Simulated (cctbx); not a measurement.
# Accept or mend?

Cell a = 6.0220 Å, b = 7.5690 Å, c = 12.7710 Å, α = 90.00°, β = 90.00°, γ = 90.00°; space group Amm2 (no. 38).

Simulated single-crystal data (cctbx): Mo Kα, λ = 0.71073 Å, to d = 0.6 Å, 70 % of the full sphere, strongest reflection 70000 counts, noise from counting, a 4 % proportional error and a noise floor of 8 counts (s.d.); no absorption.

An anisotropic refinement with weights 1/σ² prints:

```text
Rint 0.028, 1552 unique reflections to 0.60 A
cycle     R1     wR2    GooF  max shift (A)
   1  0.1269  0.2740   8.169   0.02120
   5  0.0628  0.1516   4.519   0.00033
final R1 0.0628 wR2 0.1516 GooF 4.519  parameters 28  data/parameter 55.4
atom        x        y        z      Ueq    occ   su(xyz)  su(Uiso or U11)
Pb1    0.00000  0.50000  0.83642   0.0072  1.000  0.00010  0.0002
Sr1    0.50000  0.50000  0.66895   0.0027  1.000  0.00013  0.0004
Sr2    0.50000  0.50000  0.16835   0.0054  1.000  0.00016  0.0005
Sr3    0.50000  0.23932  0.91223   0.0012  1.000  0.00013  0.0003  NPD
Ti1    0.00000  0.50000  0.33674  -0.0007  1.000  0.00041  0.0007  NPD
Mg1    0.00000  0.25035  0.09067   0.0098  1.000  0.00139  0.0024  NPD
difference map: max 15.59 min -3.87 rms 1.06
Q1    0.5000  0.2434  0.4153    4   16.05  0.14 A from Sr3
Q2    0.0000  0.0000  0.8376    2   15.69  0.01 A from Ti1
Q3    0.5000  0.0000  0.1629    2   15.38  0.08 A from Sr1
Q4    0.5000  0.0000  0.6635    2   14.97  0.06 A from Sr2
Q5    0.0000  0.0000  0.3378    2   13.90  0.02 A from Pb1
Q6    0.0000  0.2489  0.0876    4   12.25  0.04 A from Mg1
```

**Question.** Can this result stand? If not, what is the likely fault?

Mend it. The fault: wrong element: Pb1 is Gd. Against the right model at the same level, R1 goes from 0.0130 to 0.0628 and GooF from 0.95 to 4.52, U of Ti1 shrinks from 0.0066 to -0.0007 Å², U of Sr3 shrinks from 0.0064 to 0.0012 Å², U of Sr1 shrinks from 0.0087 to 0.0027 Å², U of Sr2 shrinks from 0.0115 to 0.0054 Å², the top difference peak, 16.1 e/Å³, lies on Sr3 and Sr3, Ti1 and Mg1 go non-positive-definite. Pb1 has 18 electrons too many and its U swells to shed them, as expected.

The compound is Sr4GdMg2Ti. The right model at the same level gives:

```text
Rint 0.028, 1552 unique reflections to 0.60 A
cycle     R1     wR2    GooF  max shift (A)
   1  0.0248  0.0712   2.124   0.07342
   5  0.0130  0.0318   0.948   0.00013
final R1 0.0130 wR2 0.0318 GooF 0.948  parameters 28  data/parameter 55.4
atom        x        y        z      Ueq    occ   su(xyz)  su(Uiso or U11)
Gd1    0.00000  0.50000  0.83705   0.0054  1.000  0.00004  0.0000
Sr1    0.50000  0.50000  0.66847   0.0087  1.000  0.00003  0.0001
Sr2    0.50000  0.50000  0.16777   0.0115  1.000  0.00003  0.0001
Sr3    0.50000  0.24010  0.91225   0.0064  1.000  0.00003  0.0001
Ti1    0.00000  0.50000  0.33571   0.0066  1.000  0.00018  0.0002
Mg1    0.00000  0.25132  0.08461   0.0175  1.000  0.00048  0.0005
Flack x: -0.007(4)
Hooft y: 0.000(5)  Bijvoet pairs: 725
difference map: max 0.50 min -0.65 rms 0.12
Q1    0.0634  0.0000  0.6232    4    0.50  1.98 A from Mg1
Q2    0.4306  0.2445  0.6307    8    0.44  1.96 A from Sr2
Q3    0.0679  0.0000  0.1247    4    0.43  2.01 A from Mg1
Q4    0.2139  0.0000  0.3327    4    0.42  1.29 A from Gd1
Q5    0.2950  0.0000  0.8876    4    0.41  1.90 A from Ti1
Q6    0.1069  0.1064  0.8340    8    0.41  1.03 A from Ti1
```

The model is made up (kin elements in a known structure type, no relaxation), so it says nothing on whether the phase exists.

[Middle refinement cycles are left out of these outputs.]

[Logs are printed without paths, hosts, clocks, repeated set-up lines and the standing remarks that a program may print on its own settings, such as how far it seeks lower states.]
